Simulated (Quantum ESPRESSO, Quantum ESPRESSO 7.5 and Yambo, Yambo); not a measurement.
## Sr2TaGaO6 (I4/m): the gap under hydrostatic strain

Aim: the gap of Sr2TaGaO6 (I4/m) under hydrostatic strain, by LDA and G0W0.

Calculated with Quantum ESPRESSO 7.5 and Yambo 5.3.0; LDA and many-body steps on it, plane waves.

Most raw output is cut from this account.

## Step 1: The structure

It takes space group I4/m (No. 87, tetragonal). Conventional cell: a = 5.575 Å, b = 5.575 Å, c = 7.895 Å, α = 90.00°, β = 90.00°, γ = 90.00°. Nearest to Sr lie 12 O at 2.70 to 2.89 Å. Ta has 6 O at 1.97 to 1.98 Å nearest. Nearest to Ga lie 6 O at 1.97 to 1.98 Å. O has 1 Ga at 1.97 Å and 1 Ta at 1.97 Å and 4 Sr at 2.79 Å nearest. Nearest to O lie 1 Ga at 1.98 Å and 1 Ta at 1.98 Å and 4 Sr at 2.70 to 2.89 Å. Farther neighbours and most contacts between anions are not listed.

The cell and positions come from the Crystallography Open Database and are kept as given unless a step says otherwise. Spin-orbit coupling is left out unless a step names it.

## Step 2: Ground state

This step: Quantum ESPRESSO 7.5; DFT, LDA, plane waves, norm-conserving pseudopotentials.

The ground-state density comes first.

Contents of pw.in:

```
&control
  calculation = 'scf'
  prefix = 'x'
  outdir = 'o'
  pseudo_dir = 'pseudo'
  tprnfor = .true.
  tstress = .true.
/
&system
  ibrav = 0
  nat = 10
  ntyp = 4
  ecutwfc = 104.0
  nbnd = 54
  force_symmorphic = .true.
/
&electrons
  conv_thr = 1e-10
  electron_maxstep = 80
  mixing_beta = 0.5
/
ATOMIC_SPECIES
  Sr 87.62 Sr.upf
  Ta 180.95 Ta.upf
  Ga 69.723 Ga.upf
  O 15.999 O.upf
CELL_PARAMETERS angstrom
  -2.7876950000 2.7876950000 3.9474500000
  2.7876950000 -2.7876950000 3.9474500000
  2.7876950000 2.7876950000 -3.9474500000
ATOMIC_POSITIONS crystal
  Sr 0.7500000000 0.2500000000 0.5000000000
  Sr 0.2500000000 0.7500000000 0.5000000000
  Ta 0.5000000000 0.5000000000 0.0000000000
  Ga 0.0000000000 0.0000000000 0.0000000000
  O 0.2499000000 0.2499000000 0.0000000000
  O 0.7501000000 0.7501000000 0.0000000000
  O 0.2327000000 0.2671000000 0.4998000000
  O 0.2671000000 0.7673000000 0.0344000000
  O 0.7673000000 0.7329000000 0.5002000000
  O 0.7329000000 0.2327000000 0.9656000000
K_POINTS automatic
  6 6 6 0 0 0
```

The run is started by

```
$ OMP_NUM_THREADS=1 mpirun -n 8 pw.x -nk 8 -in pw.in > pw.out
```

Elapsed: 2 min, on 8 MPI ranks of Arm Neoverse V2, shared host; peak memory 2 GiB.

Numbers from this step:

- total energy: -13096.9825 eV
- gap: 3.987 eV
- k of the valence top: 0, 0, 0
- k of the conduction bottom: 0, 0, 0
- least direct gap: 3.987 eV
- pressure: -8.175 GPa

The gap is direct, at Γ.

With these pseudopotential files and this cutoff the stress is not reliable, so the pressure is no result.

## Step 3: Empty states on the mesh, 4×4×4 mesh, 129 bands

The sums over transitions need many empty states on a uniform mesh; this step solves for them.

pw.in: that of step 2 with these lines changed.

```diff
@@ -1,3 +1,3 @@
 &control
-  calculation = 'scf'
+  calculation = 'nscf'
   prefix = 'x'
@@ -5,4 +5,2 @@
   pseudo_dir = 'pseudo'
-  tprnfor = .true.
-  tstress = .true.
 /
@@ -13,3 +11,3 @@
   ecutwfc = 104.0
-  nbnd = 54
+  nbnd = 129
   force_symmorphic = .true.
@@ -17,5 +15,6 @@
 &electrons
-  conv_thr = 1e-10
+  conv_thr = 1e-9
   electron_maxstep = 80
-  mixing_beta = 0.5
+  diago_full_acc = .true.
+  diago_thr_init = 5e-6
 /
@@ -42,2 +41,2 @@
 K_POINTS automatic
-  6 6 6 0 0 0
+  4 4 4 0 0 0
```

The run is started by

```
$ OMP_NUM_THREADS=1 mpirun -n 8 pw.x -nk 4 -in pw.in > pw.out
```

Elapsed: 40 s, on 8 MPI ranks; peak memory 1.3 GiB; 5.3 min of CPU time.

This step gave:

- gap: 3.987 eV
- k of the valence top: 0, 0, 0
- k of the conduction bottom: 0, 0, 0
- least direct gap: 3.987 eV
- k points computed: 14
- lowest point of the top converged band, above the valence top: 37.28 eV

On this mesh the gap is 3.987 eV.

## Step 4: Conversion and set-up

This step: Yambo 5.3.0; conversion and set-up on LDA, plane waves, norm-conserving pseudopotentials.

The states are converted to the many-body program's format and the q mesh is built.

The run is started by

```
$ (cd o/x.save; p2y > p2y.log; mv SAVE ../..); yambo > setup.log
```

It took 5.5 s on 1 MPI rank; peak memory 0.26 GiB.

## Step 5: G0W0, strain +0 %

G0W0 replaces the xc potential by the self-energy, built once from these orbitals. Only a window of levels is corrected, while the sums run over the empty bands that the input names.

This step: G0W0 on LDA, plane waves, norm-conserving pseudopotentials.

Contents of gw1.in:

```
HF_and_locXC
gw0
dyson
ppa
em1d
rim_cut
RandQpts= 1000000
RandGvec= 1 RL
EXXRLvcs= 104 Ry
VXCRLvcs= 416 Ry
Chimod= "HARTREE"
% BndsRnXp
 1 | 129 |
%
NGsBlkXp= 7 Ry
% LongDrXp
 1 | 1 | 1 |
%
% GbndRnge
 1 | 129 |
%
DysSolver= "n"
ExtendOut
PPAPntXp= 27.21138 eV
% QPkrange
 1 | 1 | 44 | 47 |
%
```

The run is started by

```
$ OMP_NUM_THREADS=2 mpirun -n 4 yambo -F gw1.in -J gw1 -C gw1 > gw1.log
```

Run time: 11 min. Hardware: 4 MPI ranks; peak memory 9.9 GiB.

Numbers from this step:

```
G0W0 gap on the points computed              : 6.206 eV
starting gap on the mesh                     : 3.987 eV
k of the valence top                         : 0, 0, 0
k of the conduction bottom                   : 0, 0, 0
least direct G0W0 gap on the computed points : 6.206 eV
Z at the valence top                         : 0.7866
Z at the conduction bottom                   : 0.8316
```

The gap on the mesh goes from 3.99 eV to 6.21 eV, a correction of +2.22 eV.

## Step 6: G0W0, strain -1 %

The cell differs from the one that the last finished run ended in (a 5.579 → 5.523 Å, b 5.579 → 5.523 Å, c 5.579 → 5.523 Å).

Contents of gw2.in:

```
HF_and_locXC
gw0
dyson
ppa
em1d
rim_cut
RandQpts= 1000000
RandGvec= 1 RL
EXXRLvcs= 104 Ry
VXCRLvcs= 416 Ry
Chimod= "HARTREE"
% BndsRnXp
 1 | 129 |
%
NGsBlkXp= 267 RL
% LongDrXp
 1 | 1 | 1 |
%
% GbndRnge
 1 | 129 |
%
DysSolver= "n"
ExtendOut
PPAPntXp= 27.21138 eV
% QPkrange
 1 | 1 | 44 | 47 |
%
```

The run is started by

```
$ OMP_NUM_THREADS=2 mpirun -n 4 yambo -F gw2.in -J gw2 -C gw2 > gw2.log
```

The job ended after 12 min (4 MPI ranks; peak memory 9.5 GiB).

This step gave:

```
G0W0 gap on the points computed              : 6.350 eV
starting gap on the mesh                     : 4.104 eV
k of the valence top                         : 0, 0, 0
k of the conduction bottom                   : 0, 0, 0
least direct G0W0 gap on the computed points : 6.350 eV
```

The gap on the mesh goes from 4.10 eV to 6.35 eV, a correction of +2.25 eV.

Ground state, empty states and screening of this cell were made anew, as for the first cell; those steps are not shown. 

## Step 7: G0W0, strain +1 %

The cell differs from the one that the last finished run ended in (a 5.523 → 5.635 Å, b 5.523 → 5.635 Å, c 5.523 → 5.635 Å).

Contents of gw3.in:

```
HF_and_locXC
gw0
dyson
ppa
em1d
rim_cut
RandQpts= 1000000
RandGvec= 1 RL
EXXRLvcs= 104 Ry
VXCRLvcs= 416 Ry
Chimod= "HARTREE"
% BndsRnXp
 1 | 129 |
%
NGsBlkXp= 267 RL
% LongDrXp
 1 | 1 | 1 |
%
% GbndRnge
 1 | 129 |
%
DysSolver= "n"
ExtendOut
PPAPntXp= 27.21138 eV
% QPkrange
 1 | 1 | 44 | 47 |
%
```

The run is started by

```
$ OMP_NUM_THREADS=2 mpirun -n 4 yambo -F gw3.in -J gw3 -C gw3 > gw3.log
```

Run time: 12 min. Hardware: 4 MPI ranks; peak memory 9.9 GiB; 89 min of CPU time.

Numbers from this step:

```yaml
g0w0_gap_on_the_points_computed: 6.052 eV
starting_gap_on_the_mesh: 3.871 eV
k_of_the_valence_top: 0, 0, 0
k_of_the_conduction_bottom: 0, 0, 0
least_direct_g0w0_gap_on_the_computed_points: 6.052 eV
```

The gap on the mesh goes from 3.87 eV to 6.05 eV, a correction of +2.18 eV.

Again on this cell's own states.

## Step 8: The series

One mesh (4×4×4), Godby-Needs plasmon pole, 129 bands in every cell; hydrostatic strain per length. Fractional positions are the same in all cells, though this structure has free coordinates, so these are clamped-ion slopes.

```tsv
strain (%)	LDA gap (eV)	G0W0 gap (eV)	least direct G0W0 gap (eV)	G0W0 edges
-1	4.104	6.350	6.350	Γ to Γ
+0	3.987	6.206	6.206	Γ to Γ
+1	3.871	6.052	6.052	Γ to Γ
```

## Step 9: What came out

```json
{"slope under compression": "−116 (LDA) and −144 (G0W0) meV per %", "slope under tension": "−116 (LDA) and −153 (G0W0) meV per %", "ions": "clamped: fractional positions held", "GW settings, unstrained cell": "4×4×4 mesh, 129 bands", "known limits": "not at the basis limit; no spin-orbit coupling"}
```

In words: On the side of compression the slopes of gap against strain are −116 (LDA) and −144 (G0W0) meV per %. On the side of tension the slopes of gap against strain are −116 (LDA) and −153 (G0W0) meV per %. One line through all points gives volume deformation potentials of -3.88 eV (LDA) and -4.96 eV (G0W0). Gaps are read on the mesh, so a valley between its points is missed. Bands and cutoff are finite, so the gap is not at the basis limit. The miss can reach some tenths of an eV and take either sign; the mesh is an error of its own. In the G0W0 run levels were corrected at 1 k point alone, so a gap called «on the mesh» is the least over those, and an edge elsewhere would be missed. The many-body steps are scalar-relativistic: spin-orbit coupling is not in them.

[Paths, hosts, dates, memory and timing lines, banners, echoed tables and standing remarks are left out of the program output.]

[Logs are printed without paths, hosts, clocks, repeated set-up lines and the standing remarks that a program may print on its own settings, such as how far it seeks lower states.]

[Runs of the session that timed out or met a known fault of the program may be left out.]

[Hosts, paths, dates, database ids (printed as entryN), source tags and the programs' standing remarks are cut or masked in the printed files.]
